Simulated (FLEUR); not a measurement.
# Nickel: largest sphere moment, ferro + against volume factor, fitted and tested on a withheld row

System: Nickel, 1 Ni in the cell, space group Fm-3m. From the study “Nickel: orders along a scan of the volume”.

Method: LDA (VWN); all-electron FLAPW, Dirac cores, scalar-relativistic bands (FLEUR MaX-R8.1). Settings shared by all rows: kmax 3.73 1/bohr, hist occupations, smearing width 0.05 eV. The opposed order is one of several, taken for its small cell; another can lie lower, so the scan does not name the ground state. Atoms were not relaxed at any point.

Results; the value marked ? is withheld:

```
volume factor  largest sphere moment, ferro + (μB)
         0.88                               0.5557
         0.91                               0.5621
         0.94                               0.5712
         0.97                               0.5814
            1                               0.5945
         1.03                               0.6102
         1.06                               0.6310
         1.09                                    ?
         1.12                               0.6829
```

Q: What largest sphere moment, ferro + should the row at volume factor = 1.09 hold? Fit a suitable law to the other rows.

**Law.** No simple law fixes this dependence; over a few percent of strain it is smooth while the state stays the same, so an empirical parabola in s = factor − 1 is fitted. In symbols, y = c0 + c1 s + c2 s², with largest sphere moment, ferro + in μB.

**Fit.** Least squares on 8 rows gives c0 = 0.594556, c1 = 0.520659 and c2 = 1.73004.

```
volume factor      s  computed      fit  computed − fit
         0.88  -0.12    0.5557  0.55699        -0.00129
         0.91  -0.09    0.5621  0.56171         0.00039
         0.94  -0.06    0.5712  0.56954         0.00166
         0.97  -0.03    0.5814  0.58049         0.00091
            1      0    0.5945  0.59456        -0.00006
         1.03   0.03    0.6102  0.61173        -0.00153
         1.06   0.06    0.6310  0.63202        -0.00102
         1.12   0.12    0.6829  0.68195         0.00095
```

At s = 0 the slope is 0.00521 μB for each percent of the factor.

**Prediction.** At volume factor = 1.09, s = 0.09, so the law predicts 0.65543 μB. The computed value is 0.6572 μB, 0.00177 above the prediction (0.3 % of it). The row lies between fitted rows, so this is an interpolation. The miss is 1.6 times the rms residual of the fit, 0.00110.

[Logs and program files are shortened in this print: banners, set-up blocks, solver, clock and traceback lines can be left out without a mark of their own.]

[Logs are printed without paths, hosts, clocks, repeated set-up lines and the standing remarks that a program may print on its own settings, such as how far it seeks lower states.]

[Hosts, paths, dates, database ids (printed as entryN), source tags and the programs' standing remarks are cut or masked in the printed files.]

[Where a cell is said to come from a database of computed structures, the database is the Materials Project.]
